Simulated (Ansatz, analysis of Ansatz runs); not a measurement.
# Local vibrational mode of the Cu-H pair in ZnO (r2SCAN)

Aim: the local vibrational mode of the Cu-H pair in ZnO, to be set beside the measurement. Set-up: r2SCAN, 72-site cell, r2SCAN lattice, 500 eV, k: the single point 1/4 1/4 1/4. The model is a cell of 72 host atoms with Cu put on another atom's site and H put in between. The frequencies come from force constants among the defect atom and its neighbours, with the masses of the isotopes named. A meta-GGA costs about twice a GGA and mends lattice constants and part of the gap.

**The experiment.** O-H stretch, 1H: 3191.8 cm⁻¹, by IR absorption (quoted in “Hydrogen-related defects in hydrothermally grown ZnO studied by Fourier Transform Infrared Spectroscopy”, 2010, Halvard Haug, quoting earlier work (1978)). O-D stretch, 2H: 2379 cm⁻¹, by IR absorption (quoted in “Hydrogen-related defects in hydrothermally grown ZnO studied by Fourier Transform Infrared Spectroscopy”, 2010, Halvard Haug, quoting earlier work (1978)).

Program: Ansatz 0.2.0. Level of theory: plane-wave PAW DFT, r2SCAN; relaxation of all atoms of a defect supercell. Results are calculated unless marked as measured.

**1. Set-up**

The cell holds 73 atoms: 35 Zn, 36 O, 1 Cu and 1 H. Its edges and angles: a = 9.706 Å, b = 9.706 Å, c = 10.422 Å, α = 90.0°, β = 90.0°, γ = 120.0°. It derives from ZnO (space group P6_3mc). Nearest the centre at fractional (0.521, 0.375, 0.481): H73 at 0.62 Å, Cu38 at 1.07 Å, O28 at 1.60 Å, O39 at 2.25 Å, O60 at 2.26 Å, O36 at 2.26 Å, Zn25 at 2.73 Å, Zn30 at 2.75 Å.

The host's primitive cell comes from a first run (plane-wave PAW DFT, r2SCAN; relaxation of the host's cell and atoms): vectors of 3.235, 3.235 and 5.211 Å. That is 11.81 Å³ an atom, 0.8 % under the diffraction cell's volume. The supercell is built on it.

**2. Relaxation, charge 0**

Every later number rests on the structure around the defect, so the atoms are relaxed at the host's lattice first.

File relax/input.yaml:

```yaml
relax:
  f_tol: 0.01
  max_steps: 80
  random_displacement: { amplitude: 0.02, seed: 510 }
crystal:
  lattice:
    - [9.70585878, 0.0, 0.0]
    - [-4.85292939, 8.40552027, 0.0]
    - [0.0, 0.0, 10.42205785]
  atoms:
    - { symbol: Zn, position: [0.111111111, 0.222222222, 0.249833671] }
    - { symbol: Zn, position: [0.222222222, 0.111111111, -0.000166329] }
    - { symbol: O, position: [0.222222222, 0.111111111, 0.189671329] }
    - { symbol: O, position: [0.111111111, 0.222222222, 0.439671329] }
    - { symbol: Zn, position: [0.111111111, 0.222222222, 0.749833671] }
    - { symbol: Zn, position: [0.222222222, 0.111111111, 0.499833671] }
    - { symbol: O, position: [0.222222222, 0.111111111, 0.689671329] }
    - { symbol: O, position: [0.111111111, 0.222222222, 0.939671329] }
    - { symbol: Zn, position: [0.111111111, 0.555555556, 0.249833671] }
    - { symbol: Zn, position: [0.222222222, 0.444444444, -0.000166329] }
    - { symbol: O, position: [0.222222222, 0.444444444, 0.189671329] }
    - { symbol: O, position: [0.111111111, 0.555555556, 0.439671329] }
    - { symbol: Zn, position: [0.111111111, 0.555555556, 0.749833671] }
    - { symbol: Zn, position: [0.222222222, 0.444444444, 0.499833671] }
    - { symbol: O, position: [0.222222222, 0.444444444, 0.689671329] }
    - { symbol: O, position: [0.111111111, 0.555555556, 0.939671329] }
    - { symbol: Zn, position: [0.111111111, 0.888888889, 0.249833671] }
    - { symbol: Zn, position: [0.222222222, 0.777777778, -0.000166329] }
    - { symbol: O, position: [0.222222222, 0.777777778, 0.189671329] }
    - { symbol: O, position: [0.111111111, 0.888888889, 0.439671329] }
    - { symbol: Zn, position: [0.111111111, 0.888888889, 0.749833671] }
    - { symbol: Zn, position: [0.222222222, 0.777777778, 0.499833671] }
    - { symbol: O, position: [0.222222222, 0.777777778, 0.689671329] }
    - { symbol: O, position: [0.111111111, 0.888888889, 0.939671329] }
    - { symbol: Zn, position: [0.444444444, 0.222222222, 0.249833671] }
    - { symbol: Zn, position: [0.555555556, 0.111111111, -0.000166329] }
    - { symbol: O, position: [0.555555556, 0.111111111, 0.189671329] }
    - { symbol: O, position: [0.430346566, 0.194026466, 0.432033682] }
    - { symbol: Zn, position: [0.444444444, 0.222222222, 0.749833671] }
    - { symbol: Zn, position: [0.555555556, 0.111111111, 0.499833671] }
    - { symbol: O, position: [0.555555556, 0.111111111, 0.689671329] }
    - { symbol: O, position: [0.444444444, 0.222222222, 0.939671329] }
    - { symbol: Zn, position: [0.444444444, 0.555555556, 0.249833671] }
    - { symbol: Zn, position: [0.555555556, 0.444444444, -0.000166329] }
    - { symbol: O, position: [0.555555556, 0.444444444, 0.189671329] }
    - { symbol: O, position: [0.444444444, 0.555555556, 0.439671329] }
    - { symbol: Zn, position: [0.444444444, 0.555555556, 0.749833671] }
    - { symbol: Cu, position: [0.580931736, 0.495196806, 0.51357376] }
    - { symbol: O, position: [0.555555556, 0.444444444, 0.689671329] }
    - { symbol: O, position: [0.444444444, 0.555555556, 0.939671329] }
    - { symbol: Zn, position: [0.444444444, 0.888888889, 0.249833671] }
    - { symbol: Zn, position: [0.555555556, 0.777777778, -0.000166329] }
    - { symbol: O, position: [0.555555556, 0.777777778, 0.189671329] }
    - { symbol: O, position: [0.444444444, 0.888888889, 0.439671329] }
    - { symbol: Zn, position: [0.444444444, 0.888888889, 0.749833671] }
    - { symbol: Zn, position: [0.555555556, 0.777777778, 0.499833671] }
    - { symbol: O, position: [0.555555556, 0.777777778, 0.689671329] }
    - { symbol: O, position: [0.444444444, 0.888888889, 0.939671329] }
    - { symbol: Zn, position: [0.777777778, 0.222222222, 0.249833671] }
    - { symbol: Zn, position: [0.888888889, 0.111111111, -0.000166329] }
    - { symbol: O, position: [0.888888889, 0.111111111, 0.189671329] }
    - { symbol: O, position: [0.777777778, 0.222222222, 0.439671329] }
    - { symbol: Zn, position: [0.777777778, 0.222222222, 0.749833671] }
    - { symbol: Zn, position: [0.888888889, 0.111111111, 0.499833671] }
    - { symbol: O, position: [0.888888889, 0.111111111, 0.689671329] }
    - { symbol: O, position: [0.777777778, 0.222222222, 0.939671329] }
    - { symbol: Zn, position: [0.777777778, 0.555555556, 0.249833671] }
    - { symbol: Zn, position: [0.888888889, 0.444444444, -0.000166329] }
    - { symbol: O, position: [0.888888889, 0.444444444, 0.189671329] }
    - { symbol: O, position: [0.777777778, 0.555555556, 0.439671329] }
    - { symbol: Zn, position: [0.777777778, 0.555555556, 0.749833671] }
    - { symbol: Zn, position: [0.888888889, 0.444444444, 0.499833671] }
    - { symbol: O, position: [0.888888889, 0.444444444, 0.689671329] }
    - { symbol: O, position: [0.777777778, 0.555555556, 0.939671329] }
    - { symbol: Zn, position: [0.777777778, 0.888888889, 0.249833671] }
    - { symbol: Zn, position: [0.888888889, 0.777777778, -0.000166329] }
    - { symbol: O, position: [0.888888889, 0.777777778, 0.189671329] }
    - { symbol: O, position: [0.777777778, 0.888888889, 0.439671329] }
    - { symbol: Zn, position: [0.777777778, 0.888888889, 0.749833671] }
    - { symbol: Zn, position: [0.888888889, 0.777777778, 0.499833671] }
    - { symbol: O, position: [0.888888889, 0.777777778, 0.689671329] }
    - { symbol: O, position: [0.777777778, 0.888888889, 0.939671329] }
    - { symbol: H, position: [0.485994001, 0.305320999, 0.462293329] }
basis:
  ecutwfc: 500
  xc_grid: 2
hamiltonian:
  xc: r2scan
kpoints:
  mp_grid: { grid: [1, 1, 1], shift: [0.25, 0.25, 0.25] }
scf:
  occupations: { method: fermi_dirac, width: 0.01 }
  max_iter: 120
output:
  forces: true
checkpoint:
  write: "../relax.run"
  compress: false
  write_wavefunctions: true
  write_every: 100000
```

Started as:

```sh
ansatz run input.yaml --threads 2 --pin off --max-ram 4710MiB --backend cpu --events-out ev --progress --plain --runs-dir out
```

Numbers of over 12 decimals in the logs are rounded to 6 here.

What it wrote:

```text
[... repeated set-up lines and file paths are left out, and long positions are rounded to six places ...]
Engine: ansatz 0.2.0, x86_64-unknown-linux-gnu
Pseudopotentials: kind: paw
Pseudopotential: Zn, paw, valence charge 12, recommended cutoff 500 eV (meta_gga), Zn.paw.azcp
Pseudopotential: O, paw, valence charge 6, recommended cutoff 500 eV (meta_gga), O.paw.azcp
Pseudopotential: Cu, paw, valence charge 19, recommended cutoff 500 eV (meta_gga), Cu.paw.azcp
Pseudopotential: H, paw, valence charge 1, recommended cutoff 500 eV (meta_gga), H.paw.azcp
Functional definition: r2SCAN
  parameter k0 = 0.174
  parameter k1 = 0.065
  parameter a1 = 4.9479
  exchange = r2scan_x(k0 = k0, k1 = k1, a1 = a1)
  correlation = r2scan_c
Crystal: 73 atoms, lattice volume = 850.261 Å³
Basis set: ecut = 500 eV, 21585 PW (Γ), exchange–correlation on 144×144×160 points (8 copies of the dense FFT grid, shifted against one another)
Bands: 401, of which v1, the nominal top of the filled ones, is band 328 counted from 1 (327 counted from 0)
Symmetry: 1 space group operations
k-points: 1
Non-local potential: Zn, projectors of the file, l = 0: 2, l = 1: 2, l = 2: 3, l = 3: 1
Non-local potential: O, projectors of the file, l = 0: 2, l = 1: 2, l = 2: 1
Non-local potential: Cu, projectors of the file, l = 0: 3, l = 1: 2, l = 2: 3, l = 3: 1
Non-local potential: H, projectors of the file, l = 0: 2, l = 1: 1
PAW form: soft (Blöchl's): semilocal exchange-correlation on the pseudo side does not see the compensation charge
PAW frozen core: Zn, regenerated for the run's functional (the file was generated under x = pbe(κ = 0.804, μ = 0.219515), c = pbe(β = 0.066725))
PAW frozen core: O, regenerated for the run's functional (the file was generated under x = pbe(κ = 0.804, μ = 0.219515), c = pbe(β = 0.066725))
PAW frozen core: Cu, regenerated for the run's functional (the file was generated under x = pbe(κ = 0.804, μ = 0.219515), c = pbe(β = 0.066725))
PAW one-centre angular grid: Zn, 590 points (default); XC on 261 of its mesh's 2673 points in the sphere
PAW one-centre angular grid: O, 302 points (default); XC on 160 Gauss nodes
PAW one-centre angular grid: Cu, 590 points (default); XC on 160 Gauss nodes
PAW one-centre angular grid: H, 302 points (default); XC on 160 Gauss nodes
Initial density: superposition of atomic densities (neutral atoms: chi_scale 0, normalization atom), corrected by the library's trained network
Initial wavefunctions: pseudopotential atomic-orbital guess
Functional: x = r2scan, c = r2scan; τ floored in thin density (d = 2e-4 eV/Å³)
SCF iter   1: F=—  HF=-143536.206394 eV  |F-HF|=—  |Δ(HF+E_count)|=         —  Δρ=2.21e-2  dr2=2.33e0  dr2_τ=1.83e0  ethr=1.77e-3  ⟨swp⟩=6.0  Hψ=1674  notcnv=0  defer=5
preconditioner: auto → Resta (q_TF=auto, 2.613 Å⁻¹)  ε∞=6.6  [insulator: Δε(μ)=1.678 eV  Ē_g=13.676 eV  σ=0.010 eV  W_gap=1.00  n_scr=242 (ndim 8)  ℏωp=32.4 eV  f_vac=0.035  D(μ)=0.00/eV (n_scr^D=0)  ε∞_Penn≈6.6]
SCF iter   2: F=—  HF=-143536.581439 eV  |F-HF|=—  |Δ(HF+E_count)|=   3.75e-1  Δρ=8.69e-3  dr2=4.06e-1  dr2_τ=1.56e-2  ethr=3.56e-4  ⟨swp⟩=3.0  Hψ=799  notcnv=0  defer=67
SCF iter   3: F=—  HF=-143536.489739 eV  |F-HF|=—  |Δ(HF+E_count)|=   9.17e-2  Δρ=7.42e-3  dr2=3.48e-1  dr2_τ=5.13e-3  ethr=6.19e-5  ⟨swp⟩=3.0  Hψ=805  notcnv=0  defer=67
SCF iter   4: F=—  HF=-143536.449929 eV  |F-HF|=—  |Δ(HF+E_count)|=   3.98e-2  Δρ=4.26e-3  dr2=8.28e-2  dr2_τ=1.62e-3  ethr=5.30e-5  ⟨swp⟩=2.0  Hψ=796  notcnv=0  defer=67
SCF iter   5: F=—  HF=-143536.423037 eV  |F-HF|=—  |Δ(HF+E_count)|=   2.69e-2  Δρ=1.28e-3  dr2=9.53e-3  dr2_τ=2.88e-4  ethr=1.26e-5  ⟨swp⟩=2.0  Hψ=668  notcnv=0  defer=67
SCF iter   6: F=—  HF=-143536.423144 eV  |F-HF|=—  |Δ(HF+E_count)|=   1.07e-4  Δρ=4.69e-4  dr2=1.50e-3  dr2_τ=3.99e-5  ethr=1.45e-6  ⟨swp⟩=2.0  Hψ=668  notcnv=0  defer=67
SCF iter   7: F=—  HF=-143536.423665 eV  |F-HF|=—  |Δ(HF+E_count)|=   5.20e-4  Δρ=1.79e-4  dr2=2.55e-4  dr2_τ=1.88e-5  ethr=2.29e-7  ⟨swp⟩=2.0  Hψ=665  notcnv=0  defer=67
SCF iter   8: F=—  HF=-143536.423648 eV  |F-HF|=—  |Δ(HF+E_count)|=   1.69e-5  Δρ=1.18e-4  dr2=9.61e-5  dr2_τ=4.69e-6  ethr=3.88e-8  ⟨swp⟩=2.0  Hψ=652  notcnv=0  defer=67
SCF iter   9: F=—  HF=-143536.423637 eV  |F-HF|=—  |Δ(HF+E_count)|=   1.12e-5  Δρ=2.81e-5  dr2=6.97e-6  dr2_τ=3.37e-7  ethr=1.46e-8  ⟨swp⟩=2.0  Hψ=662  notcnv=0  defer=67
SCF iter  10: F=-143536.423634 eV  HF=-143536.423636 eV  |F-HF|=1.62e-6  |Δ(HF+E_count)|=   1.19e-6  Δρ=1.70e-5  dr2=1.96e-6  dr2_τ=4.58e-8  ethr=3.81e-10  ⟨swp⟩=5.0  Hψ=1598  notcnv=0
SCF 1 converged in 10 iterations: F = -143536.423634 eV  dr2 = 1.96e-6
  greatest PAW one-centre occupation: 1.000 electrons in one spin orbital (limit 2), on the Cu atom at site 37 (counted from 0), in its partial waves of l = 0
relax step   1: F+E_penalty+E_count = -143536.42363409 eV  Δ(F+E_penalty+E_count) = +0.000e0 eV  max|allowed force component| = 1.594e0 eV/Å  Δτ_max = 0.0000 Å  (10 SCF iters, dr2 threshold 2.50e-6 eV, accepted)
[... the SCF cycles and remarks between the steps are left out from here to the last step ...]
relax step   2: F+E_penalty+E_count = -143536.90696886 eV  Δ(F+E_penalty+E_count) = -4.833e-1 eV  max|allowed force component| = 9.318e-1 eV/Å  Δτ_max = 0.0864 Å  (6 SCF iters, dr2 threshold 1.00e-4 eV, accepted)
relax step   3: F+E_penalty+E_count = -143537.19716680 eV  Δ(F+E_penalty+E_count) = -2.902e-1 eV  max|allowed force component| = 2.376e-1 eV/Å  Δτ_max = 0.1137 Å  (7 SCF iters, dr2 threshold 5.43e-5 eV, accepted)
relax step   4: F+E_penalty+E_count = -143537.20939577 eV  Δ(F+E_penalty+E_count) = -1.223e-2 eV  max|allowed force component| = 1.110e-1 eV/Å  Δτ_max = 0.0774 Å  (7 SCF iters, dr2 threshold 3.67e-6 eV, accepted)
relax step   5: F+E_penalty+E_count = -143537.21465593 eV  Δ(F+E_penalty+E_count) = -5.260e-3 eV  max|allowed force component| = 7.518e-2 eV/Å  Δτ_max = 0.0611 Å  (8 SCF iters, dr2 threshold 8.02e-7 eV, accepted)
relax step   6: F+E_penalty+E_count = -143537.21475019 eV  Δ(F+E_penalty+E_count) = -9.427e-5 eV  max|allowed force component| = 1.891e-1 eV/Å  Δτ_max = 0.1452 Å  (9 SCF iters, dr2 threshold 1.23e-6 eV, accepted)
relax step   7: F+E_penalty+E_count = -143537.23351425 eV  Δ(F+E_penalty+E_count) = -1.876e-2 eV  max|allowed force component| = 4.333e-1 eV/Å  Δτ_max = 0.2000 Å  (7 SCF iters, dr2 threshold 1.64e-5 eV, accepted)
relax step   8: F+E_penalty+E_count = -143537.25057370 eV  Δ(F+E_penalty+E_count) = -1.706e-2 eV  max|allowed force component| = 1.126e-1 eV/Å  Δτ_max = 0.0794 Å  (6 SCF iters, dr2 threshold 1.00e-4 eV, accepted)
relax step   9: F+E_penalty+E_count = -143537.25434890 eV  Δ(F+E_penalty+E_count) = -3.775e-3 eV  max|allowed force component| = 7.761e-2 eV/Å  Δτ_max = 0.0755 Å  (9 SCF iters, dr2 threshold 8.57e-7 eV, accepted)
relax step  10: F+E_penalty+E_count = -143537.25575256 eV  Δ(F+E_penalty+E_count) = -1.404e-3 eV  max|allowed force component| = 1.196e-2 eV/Å  Δτ_max = 0.0208 Å  (7 SCF iters, dr2 threshold 4.07e-7 eV, accepted)
SCF iter   1: F=—  HF=-143537.254191 eV  |F-HF|=—  |Δ(HF+E_count)|=         —  Δρ=3.83e-4  dr2=5.80e-4  dr2_τ=3.88e-3  ethr=1.25e-6  ⟨swp⟩=5.0  Hψ=1112  notcnv=0  defer=65
SCF iter   2: F=—  HF=-143537.255203 eV  |F-HF|=—  |Δ(HF+E_count)|=   1.01e-3  Δρ=1.91e-4  dr2=1.16e-4  dr2_τ=7.03e-6  ethr=8.85e-8  ⟨swp⟩=3.0  Hψ=796  notcnv=0  defer=67
SCF iter   3: F=—  HF=-143537.255202 eV  |F-HF|=—  |Δ(HF+E_count)|=   1.06e-6  Δρ=1.51e-4  dr2=1.15e-4  dr2_τ=1.75e-6  ethr=1.78e-8  ⟨swp⟩=3.0  Hψ=663  notcnv=0  defer=67
SCF iter   4: F=—  HF=-143537.255172 eV  |F-HF|=—  |Δ(HF+E_count)|=   2.98e-5  Δρ=4.03e-5  dr2=8.00e-6  dr2_τ=5.60e-7  ethr=1.75e-8  ⟨swp⟩=2.0  Hψ=662  notcnv=0  defer=67
SCF iter   5: F=—  HF=-143537.255873 eV  |F-HF|=—  |Δ(HF+E_count)|=   7.01e-4  Δρ=1.22e-5  dr2=1.41e-6  dr2_τ=5.59e-8  ethr=1.22e-9  ⟨swp⟩=2.0  Hψ=662  notcnv=0  defer=67
SCF iter   6: F=—  HF=-143537.255873 eV  |F-HF|=—  |Δ(HF+E_count)|=   4.44e-7  Δρ=6.14e-6  dr2=3.31e-7  dr2_τ=3.38e-8  ethr=2.14e-10  ⟨swp⟩=3.0  Hψ=659  notcnv=0  defer=67
SCF iter   7: F=-143537.255873 eV  HF=-143537.255873 eV  |F-HF|=1.16e-8  |Δ(HF+E_count)|=   7.31e-8  Δρ=1.97e-6  dr2=3.95e-8  dr2_τ=1.04e-9  ethr=1.52e-11  ⟨swp⟩=5.0  Hψ=1596  notcnv=0
SCF 11 converged in 7 iterations: F = -143537.255873 eV  dr2 = 3.95e-8
relax step  11: F+E_penalty+E_count = -143537.25587300 eV  Δ(F+E_penalty+E_count) = -1.204e-4 eV  max|allowed force component| = 6.771e-3 eV/Å  Δτ_max = 0.0071 Å  (7 SCF iters, accepted)
NSCF: frozen V_eff on 1 k-points
the band table was solved once a step of the walk had ended and its energy, with any forces and stress, was formed, with the checks that follow a solve (1310 applications of the Hamiltonian). They found nothing against the state; [...]
iter 1 solved again at ethr=6.03e-12 eV; its pass at ethr=3.10e-3 eV (dr2=3.95e-8 eV) is discarded
SCF iter   1: F=—  HF=-143537.255873 eV  |F-HF|=—  |Δ(HF+E_count)|=         —  Δρ=1.97e-6  dr2=3.95e-8  dr2_τ=1.04e-9  ethr=6.03e-12  ⟨swp⟩=1.0  Hψ=1116  notcnv=0
SCF iter   2: F=-143537.255873 eV  HF=-143537.255873 eV  |F-HF|=2.85e-9  |Δ(HF+E_count)|=   3.64e-9  Δρ=1.09e-6  dr2=1.79e-8  dr2_τ=3.09e-10  ethr=6.02e-12  ⟨swp⟩=4.0  Hψ=1268  notcnv=0
SCF 12 converged in 2 iterations: F = -143537.255873 eV  dr2 = 1.79e-8
NSCF: frozen V_eff on 1 k-points
the band table was solved once a step of the walk had ended and its energy, with any forces and stress, was formed, with the checks that follow a solve (1109 applications of the Hamiltonian). They found nothing against the state; [...]
SCF converged after 2 iterations
Free energy (F): -143537.255873 eV
Harris-Foulkes:  -143537.255873 eV  (|F-HF|=2.85e-9)
Internal energy: -143537.255873 eV  (E = F + TS)
E sigma→0 (E₀):  -143537.255873 eV
Fermi energy:    8.877544 eV
--- Per-component energies (eV) ---
  E_band       = 362.253367
  E_kinetic    = 11218.442324
  E_local      = -76021.956731  (includes V_loc(G=0)·N_el)
  E_nonlocal   = 23948.031469
  E_hartree    = 31545.294341
  E_xc         = -7040.121193
  E_vxc        = -5769.745269  (∫ρ·V_xc dr)
  E_paw        = -72351.970509  (= ΣΔE_a)
  E_vpaw       = -16454.644179  (= ΣTr[D̂ρ^β])
  E_aug_tail   = 0.033122  (compensation charges beyond the density's cutoff)
  E_vtau       = 351.504435  (kinetic-family band-sum trace: ∫τ·v_τ [+ j·A + Jᵃ·Aᵃ] dr)
  E_ewald      = -54827.166059
  E_core_change = -7.842636  (= ΣΔE_core)
  E_smearing   = -0.000000  (= −TS)
  E_closure    = -0.000000  (closes the sum)
  Σ components = -143537.255873   (vs F -143537.255873, Δ=0.00e0)
--- Forces (eV/Å), atoms counted from 1 ---
  atom   1  Zn     0.00021230    -0.00144558    -0.00118955
  atom   2  Zn     0.00005105     0.00045787    -0.00021686
  [... 3 atoms left out ...]
  atom   6  Zn    -0.00081042    -0.00089424    -0.00321861
  [... 18 atoms left out ...]
  atom  25  Zn     0.00066792     0.00389934    -0.00252919
  [... 2 atoms left out ...]
  atom  28  O      0.00012424    -0.00452187    -0.00229877
  atom  29  Zn     0.00222869     0.00292462    -0.00183549
  atom  30  Zn    -0.00061712    -0.00205784    -0.00355155
  [... 5 atoms left out ...]
  atom  36  O      0.00016820    -0.00223793    -0.00163078
  [... 1 atom left out ...]
  atom  38  Cu     0.00204409    -0.00494762    -0.00269697
  atom  39  O      0.00133445    -0.00093750    -0.00113679
  [... 20 atoms left out ...]
  atom  60  O     -0.00003965     0.00075326     0.00136548
  [... 12 atoms left out ...]
  atom  73  H      0.00188018     0.00676969     0.00206059
  max |Σ_I F_I| component: 1.17e-1 eV/Å
--- Band table (eV) ---
  k-point 0: bands = ["-106.7674", "-62.8098", "-62.6581", "-62.4158", [... 393 left out ...] "17.8797", "17.8976", "17.9365", "17.9916"]
--- Relaxed structure (11 steps of the walk, 11 accepted, 0 SCFs on fresh bases) ---
  F+E_penalty+E_count = -143537.25587300 eV   max|allowed force component| = 6.771e-3 eV/Å
  atoms:
    - { symbol: Zn, position: [0.109859, 0.221887, 0.249355] }
    - { symbol: Zn, position: [0.218974, 0.109230, -0.001889] }
    [... 3 atoms left out ...]
    - { symbol: Zn, position: [0.209816, 0.104322, 0.502240] }
    [... 18 atoms left out ...]
    - { symbol: Zn, position: [0.441706, 0.218070, 0.234421] }
    [... 2 atoms left out ...]
    - { symbol: O, position: [0.431549, 0.199996, 0.429691] }
    - { symbol: Zn, position: [0.441114, 0.220116, 0.751169] }
    - { symbol: Zn, position: [0.559447, 0.104122, 0.501439] }
    [... 5 atoms left out ...]
    - { symbol: O, position: [0.447787, 0.551929, 0.441176] }
    [... 1 atom left out ...]
    - { symbol: Cu, position: [0.623987, 0.507827, 0.541199] }
    - { symbol: O, position: [0.547851, 0.444751, 0.708550] }
    [... 20 atoms left out ...]
    - { symbol: O, position: [0.793767, 0.565560, 0.428357] }
    [... 12 atoms left out ...]
    - { symbol: H, position: [0.485384, 0.312485, 0.456166] }
```

Elapsed: 5 min, on 2 threads of Intel Xeon 6975P-C (Granite Rapids), shared host; peak memory 3 GiB.

(Part 1 of 2 ends here.)

[Logs are printed without paths, hosts, clocks, repeated set-up lines and the standing remarks that a program may print on its own settings, such as how far it seeks lower states.]

[Hosts, paths, dates, database ids (printed as entryN), source tags and the programs' standing remarks are cut or masked in the printed files.]

[For some hosts the program warned that the k-mesh of the response run may be too coarse for force constants and the static dielectric constant; such warnings are not shown here.]
